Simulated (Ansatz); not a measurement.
# TlSe3F (built on the sites of a database entry of TlIO3): a soft mode frozen in, part 3 of 3

Which phase does TlSe3F (built on the sites of a database entry of TlIO3) fall into along its unstable mode, and how much energy does it gain?

Ansatz 0.2.0; DFT PBEsol, scalar-relativistic, plane waves, PAW.

So far. Step 4 (The mode frozen in, largest atomic shift 0.32 Å): The run ends at a pressure of -0.24 GPa, with forces up to 0.25 eV/Å. Step 5 (Energy along the mode, all amplitudes (two of the runs …): The lowest of the steps tried is at 0.32 Å, 3.23 meV/atom below the parent; the bottom of the well need not coincide with a step.

The structure was built from a prototype and need not be the compound's stable phase.

## 6. Relaxing from the distorted cell (continued)

The steps of the relaxation (22 of 74):

```
step  energy less that of the first step (eV)  largest force component (eV/Å)  pressure (GPa)  volume (Å³)
   1                                   0.0000                          0.2187           -0.24       241.16
   4                                  -0.1449                          0.2357           -0.30       242.99
   8                                  -0.5439                          0.1423            0.06       253.72
  11                                  -0.6903                          0.2432           -0.11       264.98
  15                                  -1.0374                          0.1927            0.87       239.00
  18                                  -1.0967                          0.0428           -0.09       239.66
  22                                  -1.1422                          0.0992           -0.26       231.58
  25                                  -1.1606                          0.0927            0.25       228.09
  29                                  -1.1758                          0.0306           -0.08       231.71
  32                                  -1.1776                          0.0124            0.03       232.26
  36                                  -1.1775                          0.0007            0.00       232.49
  39                                  -1.3903                          0.0994            0.11       241.57
  43                                  -1.4005                          0.0344            0.00       244.33
  46                                  -1.4111                          0.0472            0.01       245.77
  50                                  -1.4187                          0.0292           -0.05       245.83
  53                                  -1.4209                          0.0043            0.01       245.22
  57                                  -1.4782                          0.0310            0.04       246.36
  60                                  -1.4877                          0.0212           -0.01       248.19
  64                                  -1.4878                          0.0026            0.00       248.47
  67                                  -1.4963                          0.0119            0.02       248.74
  71                                  -1.4968                          0.0036            0.00       249.16
 74*                                  -1.4978                          0.0017            0.00       249.30
```

Relaxation steps marked * repeat the geometry before them on a plane-wave basis chosen anew for their cell, so energy and pressure can jump there. Other such steps can lie between the rows shown. Relaxation steps 7, 28, 47, 49, 62 were tried and not accepted.

Forces are held to the 2 operations that the run works with; a distortion that breaks them can't arise in this run.

```
     cell as run  before  after   change
           a (Å)   4.944  4.031  -18.5 %
           b (Å)   6.857  9.475  +38.2 %
           c (Å)   7.124  6.898   -3.2 %
           β (°)   86.97  71.15  -18.2 %
volume (Å³/atom)   24.12  24.93   +3.4 %
```

The atoms that moved most (Å, as changes of fractional coordinates times the final cell):

```
atom      dx      dy      dz  length
 Se7   0.102  -0.278  -1.370   1.402
Se10  -0.190   0.227  -1.370   1.402
 Se8  -0.814   0.935   0.325   1.281
 Se9   0.403  -1.172   0.325   1.281
 Tl2   1.034  -0.458   0.518   1.244
 Tl1   0.121   1.124   0.518   1.244
 Se6  -0.727   0.492  -0.184   0.898
 Se5   0.063  -0.876  -0.184   0.898
```

The relaxed structure:

```
Tl F Se
1.0
     2.43989    1.40867    2.88247
    -4.73762    8.20580    0.00000
    -2.69359   -1.55515    6.15659
Tl F Se
2 2 6
Cartesian
  -0.1309 1.0349 8.6124
  -0.1912 4.2497 5.5341
  -0.1102 -0.1661 6.3783
  -1.2210 4.8681 3.3000
  -0.7388 -1.6980 2.3182
  -5.5555 3.5345 5.3965
  -3.3973 6.8386 0.9949
  -3.3506 2.8955 5.9051
  -0.1897 0.5310 2.8268
  -4.2295 5.1697 4.0732
```

This step gave:

| Property | Result |
| --- | --- |
| pressure | 6.31e-4 GPa |
| gap on the k-mesh | 0.8675 eV |
| volume per atom | 24.93 Å³ |

The distorted start has space group Pc; the relaxation ends in Pc.

## 7. The phases reached

The phases reached along the modes that were followed are set side by side.

Energies are those of the first relaxation, on the mesh of the frozen mode; space group, volume and gap are those of the last relaxation. Phases, by row:

```
               mode frozen in  space group  energy from parent (meV/atom)  volume (Å³/atom)  gap on mesh (eV)  lowest zone-centre optical mode (cm⁻¹)  largest shift (Å)
                       parent          R3m                              0             24.12             0.279                                       –                  –
   q = (0, 0, -0.5), 52i cm⁻¹           Cc                         -233.9             24.17             1.116                                       –              1.286
q = (0, -0.5, -0.5), 40i cm⁻¹           Pc                           -153             24.93             0.867                                       –              1.452
```

## 8. What came out

```
unstable mode of the parent                                                      : q = (0, -0.5, -0.5), 40i cm⁻¹
depth at the lowest point sampled                                                : 3.23 meV/atom
largest atomic shift at that point                                               : 0.32 Å
space group reached (within 0.01 Å)                                              : Pc
energy gained over the parent (first relaxation, on the mesh of the frozen mode) : 153 meV/atom
volume per atom, phase reached                                                   : 24.9 Å³
gap on the k-mesh, phase reached                                                 : 0.867 eV
```

What this shows: From this start the structure relaxes into Pc, 153 meV/atom below the parent. At the parent's cell the well is 3.233 meV/atom deep on the steps tried, with its lowest point at a shift of 0.32 Å. Relaxing atoms and cell changes the gain by +149.78 meV/atom against the lowest step (energies at zero smearing). Most of the total comes from this relaxation. The frozen pattern makes up only 6 % of the final shifts of the atoms, so other modes or strain give most of the change. The modes of the phase reached were not computed on this path. Of the 2 patterns followed to their end from this parent, this one ends 80.9 meV/atom above the lowest, Cc. Each path keeps the symmetry of its pattern, so a lower phase may lie along a pattern not tried. The program warns that the interpolation holds no quadrupole term, so branches close to Γ can be off in this crystal. Spin-orbit coupling is left out, which can matter for the heavy elements here. The starting cell was built on a prototype and not taken from a measurement, so the phase need not exist.

[Logs are printed without paths, hosts, clocks, repeated set-up lines and the standing remarks that a program may print on its own settings, such as how far it seeks lower states.]

[Hosts, paths, dates, database ids (printed as entryN), source tags and the programs' standing remarks are cut or masked in the printed files.]
